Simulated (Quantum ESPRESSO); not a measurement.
# Dipole at the next field: 1T-SiSSe, 1 layer

How the rows were computed: Quantum ESPRESSO 7.5, vdW-DF-cx, GBRV ultrasoft, PBE files; sawtooth field along the normal with dipole correction, ions clamped, threshold 1e-9 Ry; cell area 10.047 Å².

```
field (V/Å)  dipole (e Å a cell)
          0             −0.01730
        0.1              0.00968
        0.2              0.03666
```

**Question.** What is the dipole at −0.2 V/Å, and what electrostatic thickness 4πα/A follows from the rows?

**Fit.** The slope is (0.03666 − (−0.01730))/0.2 = 0.2698 e Å²/V, so 4πα/A = 180.95 × 0.2698/10.047 = 4.86 Å. Linear response gives p = −0.01730 + 0.2698 × (−0.2) = −0.07126 e Å; a parabola through the three rows gives −0.07126.

What the calculation gave: p = −0.07133 e Å. The line misses by 0.1 % of the induced dipole and the parabola by 0.1 %. The response is linear over this range.

Caveats: Electrons alone respond; local and semilocal functionals tend to overscreen.

[Logs are printed without paths, hosts, clocks, repeated set-up lines and the standing remarks that a program may print on its own settings, such as how far it seeks lower states.]
